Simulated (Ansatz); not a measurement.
# Phonons of YHSe (P-6m2) against volume, part 2 of 3

Aim: how the phonons of YHSe (P-6m2) shift with volume, and the thermal expansion that follows.

Ansatz 0.2.0; DFT LDA, scalar-relativistic, plane waves, PAW.

So far, highest frequency on the path or at a solved wavevector (cm⁻¹): step 2 (response at finite wavevector) 1228.

### Step 4. Phonons at the other volume, volume ratio 0.97

The phonons are repeated at this volume on the same k and q meshes.

input.yaml

```yaml
crystal:
  lattice:
    - [3.725880127, 0.0, 0.0]
    - [-1.8629400635, 3.2267068414, 0.0]
    - [0.0, 0.0, 3.7757365323]
  atoms:
    - { symbol: "Y", position: [0.0, 0.0, 0.0] }
    - { symbol: H, position: [0.3333333333, 0.6666666667, 0.0] }
    - { symbol: Se, position: [0.6666666667, 0.3333333333, 0.5] }
kpoints:
  mp_grid: { grid: [9, 9, 8] }
hamiltonian:
  xc: lda
scf:
  occupations: { method: fixed }
output:
  eigenvalues: true
phonons:
  method: dfpt
  dielectric: true
  rigid_motions: translations
  qmesh: [3, 3, 4]
  temperatures: { t_max: 1000, t_step: 50 }
  qpath:
    path:
      - [[0.0, 0.0, 0.0], [0.5, 0.0, 0.0], [0.33333333, 0.33333333, 0.0], [0.0, 0.0, 0.0], [0.0, 0.0, 0.5], [0.5, 0.0, 0.5], [0.33333333, 0.33333333, 0.5], [0.0, 0.0, 0.5]]
      - [[0.5, 0.0, 0.5], [0.5, 0.0, 0.0]]
      - [[0.33333333, 0.33333333, 0.5], [0.33333333, 0.33333333, 0.0]]
    npoints: 10
```

Command:

```
$ ansatz run input.yaml --threads 4 --pin off --max-ram 7168MiB --backend cpu --events-out ev --progress --plain --runs-dir out
```

Numbers of over 12 decimals in the logs are rounded to 6 here.

The log of the run:

```text
[...]
Crystal: 3 atoms, lattice volume = 45.393 Å³
Basis set: ecut = 420 eV, 889 PW (Γ), exchange–correlation on 50×50×54 points (8 copies of the dense FFT grid, shifted against one another)
Bands: 18, of which v1, the nominal top of the filled ones, is band 14 counted from 1 (13 counted from 0)
Symmetry: 12 space group operations
k-points: 185 of 648 (irreducible under 2 space group operations, time reversal used)
[...]
SCF iter   1: F=—  HF=-9149.138207 eV  |F-HF|=—  |Δ(HF+E_count)|=         —  Δρ=9.36e-3  dr2=3.16e-2  ethr=1.77e-3  ⟨swp⟩=4.4  Hψ=13411  notcnv=0  defer=224
[...]
SCF iter   8: F=-9149.127848 eV  HF=-9149.127848 eV  |F-HF|=3.64e-12  |Δ(HF+E_count)|=  2.55e-11  Δρ=1.37e-7  dr2=2.44e-12  ethr=1.00e-12  ⟨swp⟩=6.7  Hψ=17353  notcnv=0
SCF 1 converged in 8 iterations: F = -9149.127848 eV  dr2 = 2.44e-12
[...]
NSCF: frozen V_eff on 4 k-points
DFPT response loops at Γ: preconditioner auto → none (the input reference at scf.mixing.eps_inf says where Resta's filter doesn't serve); β = 0.50; Broyden in place of MSR1
── the response to a field inside a basis, on 12×12×10 k-points: an SCF that follows is theirs, and a resumed run solves both again ──
Bands: 15, of which v1, the nominal top of the filled ones, is band 14 counted from 1 (13 counted from 0)
k-points: 210
[...]
Eigensolver: Dense (210 Hₖ)
SCF iter   1: F=—  HF=-9149.126044 eV  |F-HF|=—  |Δ(HF+E_count)|=         —  Δρ=1.86e-4  dr2=3.23e-6  ethr=1.00e-1
[...]
SCF iter   4: F=-9149.126044 eV  HF=-9149.126044 eV  |F-HF|=3.88e-9  |Δ(HF+E_count)|=   1.47e-8  Δρ=5.89e-6  dr2=8.57e-9  ethr=5.45e-10
SCF 1 converged in 4 iterations: F = -9149.126044 eV  dr2 = 8.57e-9
[...]
WARN: field response: ε∞ stands inside a basis, on 12×12×10 points; the force constants stand on the 9×9×8 k-mesh, whose period is 10.63 times the interband length at k = (0.0000, 0.0000, -0.5000), direct gap 1.684 eV, under 14: take them and everything formed from them as unconverged, and compare with a denser kpoints.mp_grid
[...]
SCF converged after 8 iterations
Free energy (F): -9149.127848 eV
[...]
Internal energy: -9149.127848 eV  (E = F + TS)
E sigma→0 (E₀):  -9149.127848 eV
Fermi energy:    11.630267 eV
[...]
--- Band table (eV; the first three rows and the last of 185) ---
  k-point 0: bands = [... 10 lower, 7.8804, 9.8405, 9.8405, 9.9226, 12.9378, 15.6717, 15.6717, 15.8252]
  k-point 1: bands = [... 10 lower, 7.2606, 9.9091, 9.9091, 10.3553, 13.2199, 14.6795, 14.6795, 16.5619]
  k-point 2: bands = [... 10 lower, 6.1711, 10.0801, 10.0801, 10.9991, 13.8514, 13.8514, 14.0694, 16.3953]
  k-point 184: bands = [... 10 lower, 7.1132, 7.7424, 8.5417, 9.1641, 15.7130, 15.8228, 16.7780, 18.1492]
--- Phonons (Γ-DFPT): 6 representative perturbations + reference, on 185 of 648 k-points (Σ response iterations 19) ---
  k mesh reduced under 2 symmetry operations, with k and −k counted as one. Each operation leaves every solved perturbation unchanged. A smaller set is not considered because the run solves the response to a homogeneous field
  ASR residual: 7.840e-5 → 0.000e0 eV/Å²; symmetrization residual: 1.288e-6 eV/Å²
  ASR residual per site (eV/Å²): 7.84e-5 6.40e-5 2.65e-5
  Γ frequencies (cm⁻¹): 0.00 0.00 0.00 206.82 206.82 230.60 705.39 1188.45 1188.45
  ε∞ (high-frequency dielectric tensor):
        9.428121     0.000000    -0.000000
        0.000000     9.428121     0.000000
       -0.000000     0.000000     9.258069
  ε⁰ (static dielectric tensor: ions relaxed, cell fixed):
       12.869605     0.000000    -0.000000
        0.000000    12.869605     0.000000
       -0.000000     0.000000    13.788175
  ε⁰ − ε∞ (ionic part):
        3.441484    -0.000000    -0.000000
       -0.000000     3.441484     0.000000
       -0.000000     0.000000     4.530106
  softest optical mode at Γ: 206.82 cm⁻¹; the repairs (sum rule, projections) moved no ω² at Γ by more than (4.52 cm⁻¹)²
  Born effective charges Z* (e; rows j = field, columns β = displacement):
    site 0:
         2.94688    0.00000   -0.00000
         0.00000    2.94688   -0.00000
        -0.00000    0.00000    3.00655
    site 1:
        -1.31079   -0.00000    0.00000
        -0.00000   -1.31079   -0.00000
         0.00000   -0.00000   -0.57863
    site 2:
        -1.63609   -0.00000    0.00000
        -0.00000   -1.63609    0.00000
         0.00000    0.00000   -2.42792
  Z* charge neutrality: 3.146e-3 e pre-enforcement
  solved inside a basis spanned on kpoints, on 12×12×10 k-points transformed towards the longest dipole: ε∞ is read to err by 3.3e-2, Z* by 2.0e-2 e (field_mesh: kpoints solves on kpoints); Z* is corrected for what the basis lacks
  optical modes at Γ without the LO–TO term, one row a degenerate level:
      ω (cm⁻¹)  modes    IR ((D/Å)²/amu)
        206.82      2             3.8160
        230.60      1             4.3369
        705.39      1             7.3940
       1188.45      2            80.9048
  optical modes at Γ + LO–TO along q̂ = [1.0000, 0.0000, 0.0000]:
      ω (cm⁻¹)  modes    IR ((D/Å)²/amu)
        206.82      1             1.9080
        225.96      1             1.4464
        230.60      1             4.3369
        705.39      1             7.3940
       1188.45      1            40.4524
       1270.92      1            40.9140
  optical modes at Γ + LO–TO along q̂ = [0.0000, 1.0000, 0.0000]:
      ω (cm⁻¹)  modes    IR ((D/Å)²/amu)
        206.82      1             1.9080
        225.96      1             1.4464
        230.60      1             4.3369
        705.39      1             7.3940
       1188.45      1            40.4524
       1270.92      1            40.9140
  optical modes at Γ + LO–TO along q̂ = [0.0000, 0.0000, 1.0000]:
      ω (cm⁻¹)  modes    IR ((D/Å)²/amu)
        206.82      2             3.8160
        270.92      1             3.6464
        732.73      1             8.0845
       1188.45      2            80.9048
--- Phonons (arbitrary-q DFPT): 9 irreducible q on the 3×3×4 mesh ---
[...]
interpolated dispersion: 94 rows × 9 modes
[...]
```

Wall time 3.9 min (4 threads of Arm Neoverse V2, shared host); peak memory 1.3 GiB; 15 min of CPU time.

Numbers from this step:

* sum-rule residual before enforcement: 7.84e-5 eV/Å²
* miss of the charge sum rule: 0.003146 e
* estimated error of the dielectric tensor: 0.03311
* estimated error of the Born charges: 0.02022 e
* highest frequency on the path or at a solved wavevector: 1271 cm⁻¹
* mean frequency: 466.9 cm⁻¹
* Debye temperature (second moment): 1188 K
* logarithmic mean frequency: 306.7 cm⁻¹
* highest optical mode at the zone centre (no LO-TO term): 1188 cm⁻¹
* lowest optical zone-centre mode: 206.8 cm⁻¹
* mean high-frequency dielectric constant: 9.371
* largest Born charge (third of the trace): 2.967 e
* mean static dielectric constant: 13.18
* top of the zone-centre spectrum with the field: 1271 cm⁻¹
* lowest mode on the q mesh (acoustic modes at Γ apart): 80.2 cm⁻¹
* zero-point energy per atom: 86.83 meV

Frequencies (cm⁻¹) solved at each irreducible wavevector; negative means imaginary. Frequencies by wavevector, by row:

| q in reciprocal lattice units | star | mode 1 | mode 2 | mode 3 | mode 4 | mode 5 | mode 6 | mode 7 | mode 8 | mode 9 |
| --- | --- | --- | --- | --- | --- | --- | --- | --- | --- | --- |
| 0 0 0 | 1 | 0 | 0 | 0 | 206.8 | 206.8 | 230.6 | 705.4 | 1188 | 1188 |
| 0 0 0.25 | 2 | 80.2 | 80.2 | 125.2 | 191 | 191 | 261 | 733.9 | 1202 | 1202 |
| 0 0 -0.5 | 1 | 143.2 | 143.2 | 149.6 | 149.6 | 206.8 | 226.4 | 732 | 1214 | 1214 |
| 0 0.3333 0 | 6 | 102.7 | 118.7 | 162.6 | 198.1 | 210.1 | 234.6 | 714.1 | 1191 | 1264 |
| 0 0.3333 0.25 | 12 | 121.8 | 124 | 180.8 | 188.9 | 207.4 | 226.4 | 714.5 | 1198 | 1245 |
| 0 0.3333 -0.5 | 6 | 139 | 161.2 | 161.8 | 163.3 | 221.8 | 223.3 | 716 | 1204 | 1230 |
| 0.3333 0.3333 0 | 2 | 152.9 | 168.5 | 175.1 | 180.8 | 215.5 | 221.9 | 723.7 | 1204 | 1224 |
| 0.3333 0.3333 0.25 | 4 | 141.4 | 160 | 170.8 | 206.9 | 212.3 | 217.2 | 715.4 | 1206 | 1225 |
| 0.3333 0.3333 -0.5 | 2 | 132 | 154.8 | 168.8 | 210.5 | 213.9 | 222.4 | 705.6 | 1207 | 1228 |

The highest optical mode at the zone centre (no LO-TO term) is 1188.5 cm⁻¹, +47.3 cm⁻¹ against the base run.

The log warns of the k mesh: “the force constants stand on the 9×9×8 k-mesh, whose period is 10.63 times the interband length at k = (0.0000, 0.0000, -0.5000), direct gap 1.684 eV, under 14: take them and everything formed from them as unconverged”.

### Step 5. Relaxing at another volume, volume ratio 1.03

The volume is scaled by 1.03 and held, while shape and atoms relax as far as symmetry allows. The modes can then be followed against volume.

input.yaml

```yaml
crystal:
  lattice:
    - [3.8010027091, 0.0, 0.0]
    - [-1.9005013546, 3.2917649059, 0.0]
    - [0.0, 0.0, 3.8523751304]
  atoms:
    - { symbol: "Y", position: [0.0, 0.0, 0.0] }
    - { symbol: H, position: [0.3333333333, 0.6666666667, 0.0] }
    - { symbol: Se, position: [0.6666666667, 0.3333333333, 0.5] }
kpoints:
  mp_grid: { grid: [9, 9, 8] }
hamiltonian:
  xc: lda
scf:
  occupations: { method: fixed }
output:
  forces: true
  stress: true
  eigenvalues: true
  write_density: true
  write_potential: true
  elf: true
  volumetric_format: npy
relax:
  adjacent_minimum: "off"
  f_tol: 0.001
  max_steps: 60
  cell: { stress_tol: 0.01, fix: [volume] }
```

The log of the run:

```text
[...]
Crystal: 3 atoms, lattice volume = 48.201 Å³
Basis set: ecut = 420 eV, 925 PW (Γ)
Bands: 18, of which v1, the nominal top of the filled ones, is band 14 counted from 1 (13 counted from 0)
Symmetry: 12 space group operations
[...]
k-points: 60 of 648 (time reversal used)
[...]
--- Relaxed structure (3 steps of the walk, 2 accepted, 1 SCFs on fresh bases) ---
[...]
cell:  # Å, volume = 48.2009 Å³
    - [3.800689, 2.886507202426593e-11, 0.0]
    - [-1.900344, 3.291493, 0.0]
    - [0.0, 0.0, 3.853011]
  atoms:
    - { symbol: Y, position: [0, 0, 0.0] }
    - { symbol: H, position: [0.333333, 0.666667, 0.0] }
    - { symbol: Se, position: [0.666667, 0.333333, 0.500000] }
[key lines of the parts left out:]
SCF converged after 5 iterations
Free energy (F): -9149.129159 eV
Fermi energy:    10.725341 eV
P = ⅓ Tr σ = -2.6884 GPa (-26.884 kbar)
```

Wall time 4.7 s (4 threads); peak memory 0.41 GiB.

Little changed from the start: no atom moved by 0.005 Å and no cell edge by 0.1 %.

Numbers from this step:

```yaml
pressure: -2.688 GPa
gap_on_the_k_mesh: 1.312 eV
volume_per_atom: 16.07 Å³
direct_gap_on_mesh: 1.713 eV
```

### Step 6. Phonons at the other volume, volume ratio 1.03

The phonons are repeated at this volume on the same k and q meshes.

input.yaml

```yaml
crystal:
  lattice:
    - [3.8006888762, 0.0, 0.0]
    - [-1.9003444381, 3.2914931187, 0.0]
    - [0.0, 0.0, 3.8530113581]
  atoms:
    - { symbol: "Y", position: [0.0, 0.0, 0.0] }
    - { symbol: H, position: [0.3333333333, 0.6666666667, 0.0] }
    - { symbol: Se, position: [0.6666666667, 0.3333333333, 0.5] }
kpoints:
  mp_grid: { grid: [9, 9, 8] }
hamiltonian:
  xc: lda
scf:
  occupations: { method: fixed }
output:
  eigenvalues: true
phonons:
  method: dfpt
  dielectric: true
  rigid_motions: translations
  qmesh: [3, 3, 4]
  temperatures: { t_max: 1000, t_step: 50 }
  qpath:
    path:
      - [[0.0, 0.0, 0.0], [0.5, 0.0, 0.0], [0.33333333, 0.33333333, 0.0], [0.0, 0.0, 0.0], [0.0, 0.0, 0.5], [0.5, 0.0, 0.5], [0.33333333, 0.33333333, 0.5], [0.0, 0.0, 0.5]]
      - [[0.5, 0.0, 0.5], [0.5, 0.0, 0.0]]
      - [[0.33333333, 0.33333333, 0.5], [0.33333333, 0.33333333, 0.0]]
    npoints: 10
```

The log of the run:

```text
[...]
Crystal: 3 atoms, lattice volume = 48.201 Å³
Basis set: ecut = 420 eV, 925 PW (Γ), exchange–correlation on 54×54×54 points (8 copies of the dense FFT grid, shifted against one another)
Bands: 18, of which v1, the nominal top of the filled ones, is band 14 counted from 1 (13 counted from 0)
Symmetry: 12 space group operations
[...]
ω (cm⁻¹)  modes    IR ((D/Å)²/amu)
[...]
optical modes at Γ + LO–TO along q̂ = [0.0000, 0.0000, 1.0000]:
      ω (cm⁻¹)  modes    IR ((D/Å)²/amu)
        186.90      2             4.4480
        248.76      1             3.9628
        732.72      1             8.5910
       1095.57      2            86.1770
--- Phonons (arbitrary-q DFPT): 9 irreducible q on the 3×3×4 mesh ---
[...]
interpolated dispersion: 94 rows × 9 modes
[...]
[key lines of the parts left out:]
SCF converged after 7 iterations
Free energy (F): -9149.129160 eV
Fermi energy:    10.725342 eV
```

The job ended after 4.1 min (4 threads; peak memory 1.2 GiB).

This step gave:

| Property | Result |
| --- | --- |
| sum-rule residual before enforcement | 2.89e-4 eV/Å² |
| miss of the charge sum rule | 0.003020 e |
| estimated error of the dielectric tensor | 0.03034 |
| estimated error of the Born charges | 0.01898 e |
| highest frequency on the path or at a solved wavevector | 1187 cm⁻¹ |
| mean frequency | 436.3 cm⁻¹ |
| Debye temperature (second moment) | 1112 K |
| logarithmic mean frequency | 283.8 cm⁻¹ |
| highest optical mode at the zone centre (no LO-TO term) | 1096 cm⁻¹ |
| lowest optical zone-centre mode | 186.9 cm⁻¹ |
| mean high-frequency dielectric constant | 9.172 |
| largest Born charge (third of the trace) | 3.105 e |
| mean static dielectric constant | 14.05 |
| top of the zone-centre spectrum with the field | 1187 cm⁻¹ |
| lowest mode on the q mesh (acoustic modes at Γ apart) | 71.9 cm⁻¹ |
| zero-point energy per atom | 81.14 meV |

The highest optical mode at the zone centre (no LO-TO term) is 1095.6 cm⁻¹, -45.6 cm⁻¹ against the base run.

The log warns of the k mesh: “the force constants stand on the 9×9×8 k-mesh, whose period is 10.96 times the interband length at k = (0.0000, 0.0000, -0.5000), direct gap 1.713 eV, under 14: take them and everything formed from them as unconverged”.

(Continued in part 3 of 3.)

[Logs are printed without paths, hosts, clocks, repeated set-up lines and the standing remarks that a program may print on its own settings, such as how far it seeks lower states.]

[Hosts, paths, dates, database ids (printed as entryN), source tags and the programs' standing remarks are cut or masked in the printed files.]
